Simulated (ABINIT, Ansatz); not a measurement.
# LaBS3 (Pm-3m): zone-centre phonons, part 3 of 5

Wanted: the vibrations of LaBS3 (Pm-3m) at Γ, by two programs.

ABINIT 10.8.3; DFT PBE, scalar-relativistic, plane waves, SPMS norm-conserving pseudopotentials.

So far. Step 4 (Linear response at Γ): The acoustic modes at Γ come out as far as 6.7 cm⁻¹ from zero, where they should vanish, a small numerical error. The lowest optical mode is imaginary, 555i cm⁻¹, an instability at this level and on this k mesh. The relaxed cell has a = 4.427 Å (conventional setting).

The structure was built from a prototype and need not be the compound's stable phase.

### Step 5. Modes with the sum rule

anaddb reads the merged derivatives and imposes the acoustic sum rule.

anaddb.abi reads:

```
ddb_filepath "gamma_DDB"
output_file "anaddb.abo"
outdata_prefix "anaddb"
asr 1
chneut 1
enunit 2
eivec 1
nph1l 1
qph1l 0.0 0.0 0.0 1.0
```

mrgddb.in reads:

```
gamma_DDB
merged
2
dfpt_gammao_DDB
gso_DDB
```

The run is started by

```console
> mrgddb < mrgddb.in > mrgddb.log
> OMP_NUM_THREADS=1 anaddb anaddb.abi > anaddb.log
```

anaddb.abo, the main output file:

```text
-outvars_anaddb: echo values of input variables ----------------------

 Miscellaneous information :
      enunit         2
       eivec         1
         asr         1
 First list of wavevector (reduced coord.) :
       nph1l         1
       qph1l
                     0.00000000E+00  0.00000000E+00  0.00000000E+00    1.000E+00

================================================================================

 read the DDB information and perform some checks

  ==== Info on the Cryst% object ====
 Real(R)+Recip(G) space primitive vectors, cartesian coordinates (Bohr,Bohr^-1):
 R(1)=  8.3658950  0.0000000  0.0000000  G(1)=  0.1195329  0.0000000  0.0000000
 R(2)=  0.0000000  8.3658950  0.0000000  G(2)=  0.0000000  0.1195329  0.0000000
 R(3)=  0.0000000  0.0000000  8.3658950  G(3)=  0.0000000  0.0000000  0.1195329
 Unit cell volume ucvol=  5.8551392E+02 bohr^3
 Angles (23,13,12)=  9.00000000E+01  9.00000000E+01  9.00000000E+01 degrees
 Time-reversal symmetry is present
 Reduced atomic positions [iatom, xred, symbol]:
    1)    0.0000000  0.0000000  0.0000000  La
    2)    0.5000000  0.5000000  0.5000000   B
    3)    0.5000000  0.5000000  0.0000000   S
    4)    0.5000000  0.0000000  0.5000000   S
    5)    0.0000000  0.5000000  0.5000000   S

 DDB file with 3 blocks has been read.

================================================================================

 Treat the first list of vectors

  Phonon wavevector (reduced coordinates) :  0.00000  0.00000  0.00000
 Phonon energies in Hartree :
  -2.532074E-03 -2.532074E-03 -2.532074E-03  0.000000E+00  0.000000E+00
   0.000000E+00  4.113188E-04  4.113188E-04  4.113188E-04  4.786011E-04
   4.786011E-04  4.786011E-04  9.068496E-04  9.068496E-04  9.068496E-04
 Phonon energies in meV     :
- -6.890123E+01 -6.890123E+01 -6.890123E+01  0.000000E+00  0.000000E+00
-  0.000000E+00  1.119256E+01  1.119256E+01  1.119256E+01  1.302340E+01
-  1.302340E+01  1.302340E+01  2.467663E+01  2.467663E+01  2.467663E+01
 Phonon frequencies in cm-1    :
- -5.557259E+02 -5.557259E+02 -5.557259E+02  0.000000E+00  0.000000E+00
-  0.000000E+00  9.027405E+01  9.027405E+01  9.027405E+01  1.050408E+02
-  1.050408E+02  1.050408E+02  1.990305E+02  1.990305E+02  1.990305E+02
 Phonon frequencies in Thz     :
- -1.666024E+01 -1.666024E+01 -1.666024E+01  0.000000E+00  0.000000E+00
-  0.000000E+00  2.706348E+00  2.706348E+00  2.706348E+00  3.149044E+00
-  3.149044E+00  3.149044E+00  5.966783E+00  5.966783E+00  5.966783E+00
 Phonon energies in Kelvin  :
- -7.995656E+02 -7.995656E+02 -7.995656E+02  0.000000E+00  0.000000E+00
-  0.000000E+00  1.298842E+02  1.298842E+02  1.298842E+02  1.511303E+02
-  1.511303E+02  1.511303E+02  2.863604E+02  2.863604E+02  2.863604E+02

 Eigendisplacements
 (will be given, for each mode : in cartesian coordinates
   for each atom the real part of the displacement vector,
   then the imaginary part of the displacement vector - absolute values smaller than 1.0d-7 are set to zero)
  Mode number    1   Energy   -2.532074E-03
 Attention : low frequency mode.
   (Could be unstable or acoustic mode)
-  1  0.00000000E+00 -1.93249135E-05  0.00000000E+00
-     0.00000000E+00  0.00000000E+00  0.00000000E+00
-  2  1.04484000E-06 -6.43146784E-03  0.00000000E+00
-     0.00000000E+00  0.00000000E+00  0.00000000E+00
-  3  0.00000000E+00  2.55719361E-04  0.00000000E+00
-     0.00000000E+00  0.00000000E+00  0.00000000E+00
-  4  0.00000000E+00  1.74060428E-03  0.00000000E+00
-     0.00000000E+00  0.00000000E+00  0.00000000E+00
-  5 -2.82774169E-07  2.55719361E-04  0.00000000E+00
-     0.00000000E+00  0.00000000E+00  0.00000000E+00
  Mode number    2   Energy   -2.532074E-03
 Attention : low frequency mode.
   (Could be unstable or acoustic mode)
-  1  0.00000000E+00  0.00000000E+00  1.93249138E-05
-     0.00000000E+00  0.00000000E+00  0.00000000E+00
-  2  0.00000000E+00  0.00000000E+00  6.43146793E-03
-     0.00000000E+00  0.00000000E+00  0.00000000E+00
-  3  0.00000000E+00  0.00000000E+00 -1.74060430E-03
-     0.00000000E+00  0.00000000E+00  0.00000000E+00
-  4  0.00000000E+00  0.00000000E+00 -2.55719365E-04
-     0.00000000E+00  0.00000000E+00  0.00000000E+00
-  5  0.00000000E+00  0.00000000E+00 -2.55719365E-04
-     0.00000000E+00  0.00000000E+00  0.00000000E+00
  Mode number    3   Energy   -2.532074E-03
 Attention : low frequency mode.
   (Could be unstable or acoustic mode)
-  1  1.93249135E-05  0.00000000E+00  0.00000000E+00
-     0.00000000E+00  0.00000000E+00  0.00000000E+00
-  2  6.43146784E-03  1.04484000E-06  0.00000000E+00
-     0.00000000E+00  0.00000000E+00  0.00000000E+00
-  3 -2.55719361E-04  0.00000000E+00  0.00000000E+00
-     0.00000000E+00  0.00000000E+00  0.00000000E+00
-  4 -2.55719361E-04 -2.82774169E-07  0.00000000E+00
-     0.00000000E+00  0.00000000E+00  0.00000000E+00
-  5 -1.74060428E-03  0.00000000E+00  0.00000000E+00
-     0.00000000E+00  0.00000000E+00  0.00000000E+00
  Mode number    4   Energy    0.000000E+00
 Attention : low frequency mode.
   (Could be unstable or acoustic mode)
-  1  0.00000000E+00  0.00000000E+00 -1.49356787E-03
-     0.00000000E+00  0.00000000E+00  0.00000000E+00
-  2  0.00000000E+00  0.00000000E+00 -1.49358164E-03
-     0.00000000E+00  0.00000000E+00  0.00000000E+00
-  3  0.00000000E+00  0.00000000E+00 -1.49360453E-03
-     0.00000000E+00  0.00000000E+00  0.00000000E+00
-  4  0.00000000E+00  0.00000000E+00 -1.49358570E-03
-     0.00000000E+00  0.00000000E+00  0.00000000E+00
-  5  0.00000000E+00  0.00000000E+00 -1.49358570E-03
-     0.00000000E+00  0.00000000E+00  0.00000000E+00
  Mode number    5   Energy    0.000000E+00
 Attention : low frequency mode.
   (Could be unstable or acoustic mode)
-  1  0.00000000E+00  1.49356787E-03  0.00000000E+00
-     0.00000000E+00  0.00000000E+00  0.00000000E+00
-  2  0.00000000E+00  1.49358164E-03  0.00000000E+00
-     0.00000000E+00  0.00000000E+00  0.00000000E+00
-  3  0.00000000E+00  1.49358570E-03  0.00000000E+00
-     0.00000000E+00  0.00000000E+00  0.00000000E+00
-  4  0.00000000E+00  1.49360453E-03  0.00000000E+00
-     0.00000000E+00  0.00000000E+00  0.00000000E+00
-  5  0.00000000E+00  1.49358570E-03  0.00000000E+00
-     0.00000000E+00  0.00000000E+00  0.00000000E+00
  Mode number    6   Energy    0.000000E+00
 Attention : low frequency mode.
   (Could be unstable or acoustic mode)
-  1  1.49356787E-03  0.00000000E+00  0.00000000E+00
-     0.00000000E+00  0.00000000E+00  0.00000000E+00
-  2  1.49358164E-03  0.00000000E+00  0.00000000E+00
-     0.00000000E+00  0.00000000E+00  0.00000000E+00
-  3  1.49358570E-03  0.00000000E+00  0.00000000E+00
-     0.00000000E+00  0.00000000E+00  0.00000000E+00
-  4  1.49358570E-03  0.00000000E+00  0.00000000E+00
-     0.00000000E+00  0.00000000E+00  0.00000000E+00
-  5  1.49360453E-03  0.00000000E+00  0.00000000E+00
-     0.00000000E+00  0.00000000E+00  0.00000000E+00
  Mode number    7   Energy    4.113188E-04
-  1  0.00000000E+00  0.00000000E+00 -1.29910830E-03
-     0.00000000E+00  0.00000000E+00  0.00000000E+00
-  2  0.00000000E+00  0.00000000E+00  2.04444667E-03
-     0.00000000E+00  0.00000000E+00  0.00000000E+00
-  3  0.00000000E+00  0.00000000E+00  2.06181140E-03
-     0.00000000E+00  0.00000000E+00  0.00000000E+00
-  4  0.00000000E+00  0.00000000E+00  1.43818690E-03
-     0.00000000E+00  0.00000000E+00  0.00000000E+00
-  5  0.00000000E+00  0.00000000E+00  1.43818690E-03
-     0.00000000E+00  0.00000000E+00  0.00000000E+00
  Mode number    8   Energy    4.113188E-04
-  1  0.00000000E+00  1.29910830E-03  0.00000000E+00
-     0.00000000E+00  0.00000000E+00  0.00000000E+00
-  2  0.00000000E+00 -2.04444667E-03  0.00000000E+00
-     0.00000000E+00  0.00000000E+00  0.00000000E+00
-  3  0.00000000E+00 -1.43818690E-03  0.00000000E+00
-     0.00000000E+00  0.00000000E+00  0.00000000E+00
-  4  0.00000000E+00 -2.06181140E-03  0.00000000E+00
-     0.00000000E+00  0.00000000E+00  0.00000000E+00
-  5  0.00000000E+00 -1.43818690E-03  0.00000000E+00
-     0.00000000E+00  0.00000000E+00  0.00000000E+00
  Mode number    9   Energy    4.113188E-04
-  1  1.29910830E-03  0.00000000E+00  0.00000000E+00
-     0.00000000E+00  0.00000000E+00  0.00000000E+00
-  2 -2.04444667E-03  0.00000000E+00  0.00000000E+00
-     0.00000000E+00  0.00000000E+00  0.00000000E+00
-  3 -1.43818690E-03  0.00000000E+00  0.00000000E+00
-     0.00000000E+00  0.00000000E+00  0.00000000E+00
-  4 -1.43818690E-03  0.00000000E+00  0.00000000E+00
-     0.00000000E+00  0.00000000E+00  0.00000000E+00
-  5 -2.06181140E-03  0.00000000E+00  0.00000000E+00
-     0.00000000E+00  0.00000000E+00  0.00000000E+00
  Mode number   10   Energy    4.786011E-04
-  1  0.00000000E+00  0.00000000E+00  0.00000000E+00
-     0.00000000E+00  0.00000000E+00  0.00000000E+00
-  2  0.00000000E+00  0.00000000E+00  0.00000000E+00
-     0.00000000E+00  0.00000000E+00  0.00000000E+00
-  3  0.00000000E+00  0.00000000E+00  0.00000000E+00
-     0.00000000E+00  0.00000000E+00  0.00000000E+00
-  4  0.00000000E+00  0.00000000E+00  2.92470830E-03
-     0.00000000E+00  0.00000000E+00  0.00000000E+00
-  5  0.00000000E+00  0.00000000E+00 -2.92470830E-03
-     0.00000000E+00  0.00000000E+00  0.00000000E+00
  Mode number   11   Energy    4.786011E-04
-  1  0.00000000E+00  0.00000000E+00  0.00000000E+00
-     0.00000000E+00  0.00000000E+00  0.00000000E+00
-  2  0.00000000E+00  0.00000000E+00  0.00000000E+00
-     0.00000000E+00  0.00000000E+00  0.00000000E+00
-  3  0.00000000E+00  2.92470830E-03  0.00000000E+00
-     0.00000000E+00  0.00000000E+00  0.00000000E+00
-  4  0.00000000E+00  0.00000000E+00  0.00000000E+00
-     0.00000000E+00  0.00000000E+00  0.00000000E+00
-  5  0.00000000E+00 -2.92470830E-03  0.00000000E+00
-     0.00000000E+00  0.00000000E+00  0.00000000E+00
  Mode number   12   Energy    4.786011E-04
-  1  0.00000000E+00  0.00000000E+00  0.00000000E+00
-     0.00000000E+00  0.00000000E+00  0.00000000E+00
-  2  0.00000000E+00  0.00000000E+00  0.00000000E+00
-     0.00000000E+00  0.00000000E+00  0.00000000E+00
-  3  2.92470830E-03  0.00000000E+00  0.00000000E+00
-     0.00000000E+00  0.00000000E+00  0.00000000E+00
-  4 -2.92470830E-03  0.00000000E+00  0.00000000E+00
-     0.00000000E+00  0.00000000E+00  0.00000000E+00
-  5  0.00000000E+00  0.00000000E+00  0.00000000E+00
-     0.00000000E+00  0.00000000E+00  0.00000000E+00
  Mode number   13   Energy    9.068496E-04
-  1  0.00000000E+00  0.00000000E+00 -1.74648815E-04
-     0.00000000E+00  0.00000000E+00  0.00000000E+00
-  2  0.00000000E+00  1.02670919E-07 -1.72291194E-03
-     0.00000000E+00  0.00000000E+00  0.00000000E+00
-  3  0.00000000E+00 -1.21971259E-07 -2.75612285E-03
-     0.00000000E+00  0.00000000E+00  0.00000000E+00
-  4  0.00000000E+00  1.64241514E-07  2.04678929E-03
-     0.00000000E+00  0.00000000E+00  0.00000000E+00
-  5  0.00000000E+00 -1.21971259E-07  2.04678929E-03
-     0.00000000E+00  0.00000000E+00  0.00000000E+00
  Mode number   14   Energy    9.068496E-04
-  1  0.00000000E+00  1.74648814E-04  0.00000000E+00
-     0.00000000E+00  0.00000000E+00  0.00000000E+00
-  2  0.00000000E+00  1.72291194E-03  1.02671426E-07
-     0.00000000E+00  0.00000000E+00  0.00000000E+00
-  3  0.00000000E+00 -2.04678929E-03  1.64242326E-07
-     0.00000000E+00  0.00000000E+00  0.00000000E+00
-  4  0.00000000E+00  2.75612284E-03 -1.21971861E-07
-     0.00000000E+00  0.00000000E+00  0.00000000E+00
-  5  1.26659386E-07 -2.04678929E-03 -1.21971861E-07
-     0.00000000E+00  0.00000000E+00  0.00000000E+00
  Mode number   15   Energy    9.068496E-04
-  1  1.74648815E-04  0.00000000E+00  0.00000000E+00
-     0.00000000E+00  0.00000000E+00  0.00000000E+00
-  2  1.72291194E-03  0.00000000E+00  0.00000000E+00
-     0.00000000E+00  0.00000000E+00  0.00000000E+00
-  3 -2.04678929E-03  0.00000000E+00  0.00000000E+00
-     0.00000000E+00  0.00000000E+00  0.00000000E+00
-  4 -2.04678929E-03 -1.26660438E-07  0.00000000E+00
-     0.00000000E+00  0.00000000E+00  0.00000000E+00
-  5  2.75612285E-03  0.00000000E+00  0.00000000E+00
-     0.00000000E+00  0.00000000E+00  0.00000000E+00

 Analysis of degeneracies and characters (maximum tolerance=1.00E-06 a.u.)
 For each vibration mode, or group of modes if degenerate,
 the characters are given for each symmetry operation (see the list in the log file).
 Symmetry characters of vibration mode #   1
       degenerate with vibration modes #   2 to    3
  3.0 -3.0 -1.0  1.0 -1.0  1.0 -1.0  1.0  1.0 -1.0 -1.0  1.0  1.0 -1.0 -1.0  1.0
 -0.0  0.0 -0.0  0.0  0.0 -0.0  0.0 -0.0  1.0 -1.0 -1.0  1.0 -1.0  1.0  1.0 -1.0
 -0.0  0.0  0.0 -0.0  0.0 -0.0 -0.0  0.0  1.0 -1.0  1.0 -1.0 -1.0  1.0 -1.0  1.0
 Symmetry characters of vibration mode #   4
       degenerate with vibration modes #   5 to    6
  3.0 -3.0 -1.0  1.0 -1.0  1.0 -1.0  1.0  1.0 -1.0 -1.0  1.0  1.0 -1.0 -1.0  1.0
  0.0 -0.0  0.0 -0.0  0.0 -0.0 -0.0  0.0  1.0 -1.0 -1.0  1.0 -1.0  1.0  1.0 -1.0
  0.0 -0.0  0.0 -0.0 -0.0  0.0  0.0 -0.0  1.0 -1.0  1.0 -1.0 -1.0  1.0 -1.0  1.0
 Symmetry characters of vibration mode #   7
       degenerate with vibration modes #   8 to    9
  3.0 -3.0 -1.0  1.0 -1.0  1.0 -1.0  1.0  1.0 -1.0 -1.0  1.0  1.0 -1.0 -1.0  1.0
 -0.0  0.0  0.0 -0.0 -0.0  0.0  0.0 -0.0  1.0 -1.0 -1.0  1.0 -1.0  1.0  1.0 -1.0
 -0.0  0.0 -0.0  0.0  0.0 -0.0  0.0 -0.0  1.0 -1.0  1.0 -1.0 -1.0  1.0 -1.0  1.0
 Symmetry characters of vibration mode #  10
       degenerate with vibration modes #  11 to   12
  3.0 -3.0 -1.0  1.0 -1.0  1.0 -1.0  1.0 -1.0  1.0  1.0 -1.0 -1.0  1.0  1.0 -1.0
 -0.0  0.0 -0.0  0.0  0.0 -0.0  0.0 -0.0 -1.0  1.0  1.0 -1.0  1.0 -1.0 -1.0  1.0
 -0.0  0.0  0.0 -0.0  0.0 -0.0 -0.0  0.0 -1.0  1.0 -1.0  1.0  1.0 -1.0  1.0 -1.0
 Symmetry characters of vibration mode #  13
       degenerate with vibration modes #  14 to   15
  3.0 -3.0 -1.0  1.0 -1.0  1.0 -1.0  1.0  1.0 -1.0 -1.0  1.0  1.0 -1.0 -1.0  1.0
 -0.0  0.0 -0.0  0.0  0.0 -0.0  0.0 -0.0  1.0 -1.0 -1.0  1.0 -1.0  1.0  1.0 -1.0
 -0.0  0.0  0.0 -0.0  0.0 -0.0 -0.0  0.0  1.0 -1.0  1.0 -1.0 -1.0  1.0 -1.0  1.0
-
```

Wall time 0.71 s (1 thread of Intel Xeon Platinum 8488C (Sapphire Rapids), shared host).

This step gave:

```yaml
highest_optical_zone_centre_mode_no_lo_to_term: 199.0 cm⁻¹
lowest_optical_zone_centre_mode: -555.7 cm⁻¹
```

No LO-TO term; unit eigenvectors of the mass-weighted matrix, from anaddb's displacements. Modes at Γ, with each element's share of the kinetic energy (negative means imaginary):

```tsv
mode	frequency (cm⁻¹)	symmetry	La %	B %	S %
1	-555.7	T1u	0	82	18
2	-555.7	T1u	0	82	18
3	-555.7	T1u	0	82	18
4	0.0	acoustic	56	4	39
5	0.0	acoustic	56	4	39
6	0.0	acoustic	56	4	39
7	90.3	T1u	43	8	49
8	90.3	T1u	43	8	49
9	90.3	T1u	43	8	49
10	105.0	T2u	0	0	100
11	105.0	T2u	0	0	100
12	105.0	T2u	0	0	100
13	199.0	T1u	1	6	93
14	199.0	T1u	1	6	93
15	199.0	T1u	1	6	93
```

Displacements in mode 2 (-555.7 cm⁻¹), the largest set to 1:
```
La1  0.00  0.00  0.00
B2   0.00  0.00  1.00
S3   0.00  0.00 -0.27
S4   0.00  0.00 -0.04
S5   0.00  0.00 -0.04
```

Displacements in mode 13 (199.0 cm⁻¹), the largest set to 1:
```
La1  0.00  0.00 -0.06
B2   0.00  0.00 -0.63
S3   0.00  0.00 -1.00
S4   0.00  0.00  0.74
S5   0.00  0.00  0.74
```

The rule also moves an optical mode by 0.4 cm⁻¹.

[end of part 3 of 5]

[Host names and launcher messages were left out of these logs when they were recorded.]

[Logs are printed without paths, hosts, clocks, repeated set-up lines and the standing remarks that a program may print on its own settings, such as how far it seeks lower states.]

[Hosts, paths, dates, database ids (printed as entryN), source tags and the programs' standing remarks are cut or masked in the printed files.]
